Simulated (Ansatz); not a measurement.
# CdS (Greenockite, P6_3mc): lattice thermal conductivity, part 2 of 3

How well does the lattice of CdS (Greenockite) conduct heat?

Experimental results on record:
- thermal conductivity 16 W/m/K near room temperature (given in “Combining the AFLOW GIBBS and Elastic Libraries to efficiently and robustly screen thermo-mechanical properties of solids”, 2017, arXiv:1611.05714)

Ansatz 0.2.0; DFT r2SCAN, scalar-relativistic, plane waves, PAW; PAW set soft_1.

So far. Step 2 (Probe on a coarse mesh): The start is under 0.73 GPa at this level and looks like an insulator or semiconductor on this mesh. Step 4 (Tight relaxation): The residual pressure is 0.0011 GPa, small enough for phonons. The relaxed cell has a = 4.165, c = 6.768 Å (conventional setting).

The database entry behind the starting cell differs from later determinations by our own check (about 0.35 % long), so it need not match the best structure at ambient conditions.

### Step 6. Third-order constants and the Boltzmann equation

Pairs of atoms inside the cutoff are displaced in a supercell, the forces give the cubic constants, and these give the three-phonon rates of the Boltzmann equation.

input.yaml reads:

```yaml
crystal:
  lattice:
    - [4.1646339296, 0.0, 0.0]
    - [-2.0823169648, 3.6066787805, 0.0]
    - [0.0, 0.0, 6.7678360047]
  atoms:
    - { symbol: Cd, position: [0.3333333333, 0.6666666667, -0.0009558619] }
    - { symbol: Cd, position: [0.6666666667, 0.3333333333, 0.4990441381] }
    - { symbol: S, position: [0.3333333333, 0.6666666667, 0.3759558619] }
    - { symbol: S, position: [0.6666666667, 0.3333333333, 0.8759558619] }
kpoints:
  mp_grid: { grid: [9, 9, 4] }
hamiltonian:
  xc: r2scan
  pseudopotentials: { kind: paw, azcp: { folder: soft_1 } }
scf:
  occupations: { method: fixed }
  lower_state_search: "off"
output:
  eigenvalues: true
phonons:
  method: fd
  dielectric: true
  supercell: [3, 3, 2]
  temperatures: { t_max: 1000, t_step: 50 }
  qpath:
    path:
      - [[0.0, 0.0, 0.0], [0.5, 0.0, 0.0], [0.33333333, 0.33333333, 0.0], [0.0, 0.0, 0.0], [0.0, 0.0, 0.5], [0.5, 0.0, 0.5], [0.33333333, 0.33333333, 0.5], [0.0, 0.0, 0.5]]
      - [[0.5, 0.0, 0.5], [0.5, 0.0, 0.0]]
      - [[0.33333333, 0.33333333, 0.0], [0.33333333, 0.33333333, 0.5]]
    npoints: 10
  third_order: { supercell: [3, 3, 2], pair_cutoff: 4.367 }
  lattice_thermal_conductivity:
    qmesh: [13, 13, 7]
    temperatures: [100.0, 150.0, 200.0, 300.0, 400.0, 500.0, 600.0, 800.0]
    isotope_mass_variance:
      - { species: Cd, variance: 0.0002716 }
      - { species: S, variance: 0.0001651 }
```

On the command line:

```bash
$ ansatz run input.yaml --threads 18 --pin off --max-ram 92160MiB --backend cuda --events-out ev --progress --plain --runs-dir out --max-vram 78GiB
```

Numbers of over 12 decimals in the logs are rounded to 6 here.

Log:

```text
Warning: phonons: the dynamical matrix that this run interpolates holds no multipole term above the dipole-dipole one, and a site of this crystal is no centre of inversion, so its interpolated transverse optical and acoustic branches and sound speeds can stay off near Gamma, and the density of states and the thermodynamics with them. What a run solves at a wave vector of phonons.qpoints, Gamma apart, where the deck admits one, is free of this, and under fd what a larger phonons.supercell samples
Warning: phonons.dielectric: true without phonons.rigid_motions: the static dielectric tensor ε⁰ will be withheld (ε∞, Z* and the rows of modes are given); for a crystal or a slab, whose only rigid motions are the translations, set phonons.rigid_motions: translations
[...]
Crystal: 72 atoms, lattice volume = 1829.813 Å³
Basis set: ecut = 500 eV, 46549 PW (Γ), exchange–correlation on 480×480×500 points (125 copies of the dense FFT grid, shifted against one another)
Bands: 562, of which v1, the nominal top of the filled ones, is band 468 counted from 1 (467 counted from 0)
Symmetry: 216 space group operations
k-points: 6 of 18
[...]
SCF iter   1: F=-330324.317162 eV  HF=-330324.317162 eV  |F-HF|=0.00e0  |Δ(HF+E_count)|=         —  Δρ=3.48e-8  dr2=2.34e-11  dr2_τ=1.86e-12  ethr=1.00e-12  ⟨swp⟩=3.0  Hψ=8334  notcnv=0
[...]
SCF iter   2: F=-330324.317162 eV  HF=-330324.317162 eV  |F-HF|=5.82e-11  |Δ(HF+E_count)|=  2.33e-10  Δρ=2.14e-8  dr2=9.88e-12  dr2_τ=2.16e-13  ethr=1.00e-12  ⟨swp⟩=3.0  Hψ=7959  notcnv=0
SCF 1 converged in 2 iterations: F = -330324.317162 eV  dr2 = 9.88e-12
[...]
SCF iter   2: F=-330324.317162 eV  HF=-330324.317162 eV  |F-HF|=5.82e-11  |Δ(HF+E_count)|=  3.49e-10  Δρ=1.40e-8  dr2=4.71e-12  dr2_τ=8.88e-14  ethr=1.00e-12  ⟨swp⟩=3.5  Hψ=8365  notcnv=0
SCF 2 converged in 2 iterations: F = -330324.317162 eV  dr2 = 4.71e-12
[...]
Crystal: 4 atoms, lattice volume = 101.656 Å³
Basis set: ecut = 500 eV, 2575 PW (Γ), exchange–correlation on 128×128×200 points (64 copies of the dense FFT grid, shifted against one another)
Bands: 32, of which v1, the nominal top of the filled ones, is band 26 counted from 1 (25 counted from 0)
Symmetry: 12 space group operations
k-points: 95 of 324 (irreducible under 2 space group operations, time reversal used)
[...]
SCF 3 converged in 4 iterations: F = -18351.350949 eV  dr2 = 9.38e-11
[...]
ε∞ (high-frequency dielectric tensor):
        5.383457     0.000000     0.000000
       -0.000000     5.383457    -0.000000
        0.000000    -0.000000     5.453427
  ε⁰ (static dielectric tensor): not given — the deck does not say what the cell's rigid motions are, and on a molecule in a box or a wire the rigid rotations would enter the sum over the modes at Γ. For a crystal or a slab, whose only rigid motions are the translations, set phonons.rigid_motions: translations.
  Born effective charges Z* (e; rows j = field, columns β = displacement):
    site 0:
         2.14972   -0.00000    0.00000
         0.00000    2.14972   -0.00000
        -0.00000   -0.00000    2.22517
    site 1:
         2.14972   -0.00000    0.00000
        -0.00000    2.14972   -0.00000
        -0.00000   -0.00000    2.22517
    site 2:
        -2.14972    0.00000   -0.00000
        -0.00000   -2.14972    0.00000
        -0.00000    0.00000   -2.22517
    site 3:
        -2.14972    0.00000    0.00000
         0.00000   -2.14972   -0.00000
         0.00000   -0.00000   -2.22517
  Z* charge neutrality: 3.775e-3 e pre-enforcement
  solved inside a basis spanned on the 9×9×4 k-mesh, on 12×12×6 k-points, its susceptibility summed on 14×14×8: ε∞ is read to err by 2.2e-2, Z* by 2.3e-2 e; Z* is corrected for what the basis lacks
  optical modes at Γ without the LO–TO term, one row a degenerate level:
      ω (cm⁻¹)  modes    IR ((D/Å)²/amu)
         42.28      2             0.0000
        133.45      1             0.0000
        223.22      1             9.1585
        231.16      2            17.0959
        244.82      2             0.0000
        295.24      1             0.0000
  optical modes at Γ + LO–TO along q̂ = [1.0000, 0.0000, 0.0000]:
      ω (cm⁻¹)  modes    IR ((D/Å)²/amu)
         42.28      2             0.0000
        133.45      1             0.0000
        223.22      1             9.1585
        231.16      1             8.5480
        244.82      2             0.0000
        294.53      1             8.5480
        295.24      1             0.0000
  optical modes at Γ + LO–TO along q̂ = [0.0000, 1.0000, 0.0000]:
      ω (cm⁻¹)  modes    IR ((D/Å)²/amu)
         42.28      2             0.0000
        133.45      1             0.0000
        223.22      1             9.1585
        231.16      1             8.5480
        244.82      2             0.0000
        294.53      1             8.5480
        295.24      1             0.0000
  optical modes at Γ + LO–TO along q̂ = [0.0000, 0.0000, 1.0000]:
      ω (cm⁻¹)  modes    IR ((D/Å)²/amu)
         42.28      2             0.0000
        133.45      1             0.0000
        231.16      2            17.0959
        244.82      2             0.0000
        291.65      1             9.1585
        295.24      1             0.0000
  density of states and harmonic sums: on the 18×18×10 q-mesh, interpolated from the force constants of a 3×3×2 supercell (with the dipole–dipole term)
  largest difference from the sums on the solved wave vectors: F 4.46e-2 eV, S 5.89e-5 and C_V 1.43e-5 eV/K
  zero-point energy: 0.128057 eV/cell   skipped modes (ω ≤ 0): 3   left out of the sums: 7.72e-5 of the cell's modes: C_V's classical limit lies that fraction below 3 k_B per atom; for a crystal, a wire or a layer, F and S can be off by more, and a phonons.interpolated_qmesh denser along its periods is the remedy for the sampling
--- Third-order force constants: 244 member SCFs in a 3×3×2 supercell (pair cutoff 4.367 Å, amplitude 0.03 Å, SCF threshold 1.00e-9 eV, Σ member SCF iterations 1866) ---
  symmetry images taken by strict's conditions (phonons.symmetry_images: auto; settled by no image being taken that strict refuses)
  sum-rule residual: 1.473e-1 → 2.812e-14 eV/Å³; symmetrization residual: 3.754e-2 eV/Å³; largest sum-rule correction relative to its orbit: 4.456e-1, on the orbit of the block of home site 0 with site 2 of cell (0, 0, -1) and site 2 of cell (0, 0, -1), whose norm before the correction was 1.985e-1 eV/Å³
--- Lattice thermal conductivity: 13×13×7 mesh (84 irreducible points), tetrahedron method ---
  three-phonon and isotope scattering only; four-phonon, boundary and, in a metal, phonon-electron scattering are left out
  each conductivity is what the modes' populations carry and what the coherences between them add
  conductivity (a third of the tensor's trace), W/(m K), in the relaxation-time approximation and from the full solution:
       T (K)   relaxation time   full solution  iterations             ending  least Ritz value
      100.00           47.4403         52.9886           7          converged          6.913e-1
      150.00           30.0702         33.5250           7          converged          6.601e-1
      200.00           22.1169         24.6721           7          converged          6.386e-1
      300.00           14.6468         16.3815           8          converged          6.121e-1
      400.00           11.0281         12.3627           8          converged          5.967e-1
      500.00            8.8710          9.9619           8          converged          5.866e-1
      600.00            7.4324          8.3572           8          converged          5.795e-1
      800.00            5.6281          6.3392           8          converged          5.701e-1
```

Elapsed: 23 min, on 1 × NVIDIA GB200 with 18 threads of Arm Neoverse V2, shared host; peak memory 7.9 GiB; 2.3 h of CPU time.

Numbers from this step:

- lowest frequency on the path: 0 cm⁻¹
- zero-point energy: 0.1281 eV/cell
- point group: 6mm
- highest frequency: 295.9 cm⁻¹
- Debye temperature from the second moment: 370 K
- κ at 300 K (relaxation time): 14.65 W/m/K
- κ at 300 K (full solution): 16.38 W/m/K
- dipole term: run
- mean free path at half of κ: 85 nm
- share of κ above the three lowest branches: 0.263
- third-order blocks: 616
- periodic aliases dropped: 24
- largest relative sum-rule correction: 0.4456
- displaced cells, third order: 244

LO-TO term included. The phonon branches at the labelled points (cm⁻¹):

```
    point  branch 1  branch 2  branch 3  branch 4  branch 9  branch 10  branch 11  branch 12
        Γ         0         0         0        42       245        245        294        295
  halfway        30        39        47        75       257        268        289        294
        M        43        61        63        68       270        274        290        296
  halfway        57        62        67        70       268        276        286        295
        K        66        66        68        75       273        277        277        295
  halfway        43        43        56        73       261        270        288        292
        Γ         0         0         0        42       245        245        294        295
  halfway        20        20        41        41       243        243        292        294
        A        34        34        34        34       238        238        293        293
  halfway        45        45        54        54       256        256        289        289
        L        52        52        54        54       261        261        294        294
  halfway        47        47        66        66       271        271        291        291
        H        44        44        74        74       281        281        285        285
  halfway        51        51        53        53       259        259        288        288
        A        34        34        34        34       238        238        293        293
jump to L        52        52        54        54       261        261        294        294
  halfway        47        56        60        61       267        269        291        296
        M        43        61        63        68       270        274        290        296
jump to K        66        66        68        75       273        277        277        295
  halfway        56        56        70        75       277        280        280        292
        H        44        44        74        74       281        281        285        285
```

W/m/K. Kappa, by row:

```
T (K)  RTA xx  RTA yy  RTA zz  full xx  full yy  full zz  coherence part xx  coherence part yy  coherence part zz     ending  iterations  least Ritz value
  100    46.7    46.7   48.93    53.05    53.05    52.86            0.01402            0.01402           0.005878  converged           7             0.691
  150   29.77   29.77   30.68    33.78    33.78    33.01            0.02324            0.02324            0.01117  converged           7              0.66
  200   21.95   21.95   22.45    24.94    24.94    24.13             0.0306             0.0306            0.01558  converged           7             0.639
  300   14.57   14.57    14.8    16.62    16.62    15.89            0.04121            0.04121            0.02255  converged           8             0.612
  400   10.98   10.98   11.12    12.57    12.57    11.94            0.04866            0.04866            0.02826  converged           8             0.597
  500   8.841   8.841   8.931    10.15    10.15    9.592            0.05436            0.05436            0.03333  converged           8             0.587
  600   7.411   7.411   7.475    8.521    8.521     8.03            0.05905            0.05905            0.03798  converged           8             0.579
  800   5.616   5.616   5.653    6.472    6.472    6.073            0.06675            0.06675            0.04641  converged           8              0.57
```

Lattice thermal conductivity against temperature:

```
temperature (K)  RTA xx (W/m/K)  RTA zz (W/m/K)  full xx (W/m/K)  full zz (W/m/K)
            100            46.7            48.9             53.0             52.9
            150            29.8            30.7             33.8             33.0
            200            21.9            22.4             24.9             24.1
            300            14.6            14.8             16.6             15.9
            400            11.0            11.1             12.6             11.9
            500            8.84            8.93             10.2             9.59
            600            7.41            7.47             8.52             8.03
            800            5.62            5.65             6.47             6.07
```

The modes has structure finer than the step of the table below, so its rows give means over 10 cm⁻¹, whole bins alone (the curve runs from -10 to 315 cm⁻¹). Peaks (cm⁻¹: height): Cd 49.2: 0.113, 135.0: 0.0952, 253.4: 0.0208, 290.2: 0.0155; S 253.4: 0.126, 290.2: 0.187.

Phonopy on the run's constants, 15x15x9 mesh, Gaussian sigma 2.3 cm⁻¹. Table of modes by wavenumber; means over each step; values in 1/cm⁻¹/cell:

```
wavenumber (cm⁻¹)       Cd        S
                0   1.5e-4   4.3e-5
               10  0.00178   4.9e-4
               20  0.00581  0.00152
               30   0.0161  0.00384
               40   0.0534   0.0106
               50    0.107   0.0179
               60   0.0968   0.0133
               70   0.0665  0.00759
               80  0.00893  0.00125
               90  0.00604  0.00108
              100  0.00849  0.00128
              110   0.0141  0.00168
              120   0.0293  0.00227
              130   0.0725  0.00245
              140   0.0468   7.1e-4
              150   2.2e-4   3.2e-6
              160        0        0
              170        0        0
              180        0        0
              190        0        0
              200        0        0
              210        0        0
              220   1.1e-4   4.0e-4
              230  0.00237  0.00932
              240  0.00885   0.0401
              250   0.0176   0.0995
              260   0.0138   0.0987
              270  0.00735   0.0790
              280  0.00262   0.0398
              290   0.0116    0.145
              300  0.00166   0.0224
```

Distinct triplets, nearest first. Third order norms, by row:

```
   sites  side 1 (Å)  side 2 (Å)  side 3 (Å)  norm of the 27 components (eV/Å³)
Cd-Cd-Cd           0           0           0                              47.42
   S-S-S           0           0           0                              50.18
  Cd-S-S           0        2.54        2.54                              20.69
 Cd-S-Cd           0        2.54        2.54                               20.7
 Cd-Cd-S           0        2.55        2.55                              20.09
  Cd-S-S           0        2.55        2.55                              20.23
 Cd-Cd-S        2.54        2.55        4.15                              0.417
  Cd-S-S        2.54        2.55        4.15                              0.575
Cd-Cd-Cd           0        4.15        4.15                              0.425
Cd-Cd-Cd           0        4.15        4.15                              0.472
   S-S-S           0        4.15        4.15                              1.019
   S-S-S           0        4.15        4.15                              0.994
 Cd-Cd-S        2.54        2.54        4.16                              0.403
  Cd-S-S        2.54        2.54        4.16                              0.607
Cd-Cd-Cd        4.15        4.15        4.16                              0.066
Cd-Cd-Cd        4.15        4.15        4.16                              0.025
   S-S-S        4.15        4.15        4.16                              0.043
   S-S-S        4.15        4.15        4.16                               0.17
Cd-Cd-Cd           0        4.16        4.16                              0.427
Cd-Cd-Cd        4.16        4.16        4.16                              0.067
Cd-Cd-Cd        4.16        4.16        4.16                              0.024
   S-S-S           0        4.16        4.16                              0.962
   S-S-S        4.16        4.16        4.16                              0.144
   S-S-S        4.16        4.16        4.16                              0.036
 Cd-Cd-S        2.54        4.15        4.22                              0.113
  Cd-S-S        2.54        4.15        4.22                              0.078
  Cd-S-S           0        4.22        4.22                              0.138
 Cd-S-Cd           0        4.22        4.22                              0.183
```

Born charge (rows field, columns displacement) (e), principal values of the symmetric part by kind of site:

```
atom  atoms with these values    low  middle   high   mean
 Cd1                        2   2.15    2.15   2.23   2.17
  S3                        2  -2.23   -2.15  -2.15  -2.17
```

In full for Cd1:

```
2.15 0.00 0.00
0.00 2.15 0.00
0.00 0.00 2.23
```

RTA, 300 K. Kappa by branch, by row:

```
branch (by rank)  mean frequency (THz)  mean rms speed (km/s)  median lifetime (ps)  share of kappa
               1                   1.3                   0.98                  41.7           0.227
               2                  1.45                   1.09                  44.1           0.275
               3                  1.69                   0.91                  37.4           0.235
               4                  1.95                   0.94                  25.7           0.115
               5                  3.38                    1.8                  7.16           0.104
               6                  3.94                   0.74                  7.68           0.013
               7                  7.42                   0.69                  2.66           0.004
               8                  7.54                   0.77                  3.43           0.006
               9                  7.84                   0.77                  5.56           0.009
              10                  8.02                   0.82                   6.2           0.011
              11                  8.64                   0.33                   2.1           0.001
              12                  8.77                   0.27                  1.57               0
```

(Continued in part 3 of 3.)

[Logs are printed without paths, hosts, clocks, repeated set-up lines and the standing remarks that a program may print on its own settings, such as how far it seeks lower states.]

[Hosts, paths, dates, database ids (printed as entryN), source tags and the programs' standing remarks are cut or masked in the printed files.]

[A step with changed settings may run another functional than the one named; its input shows which.]
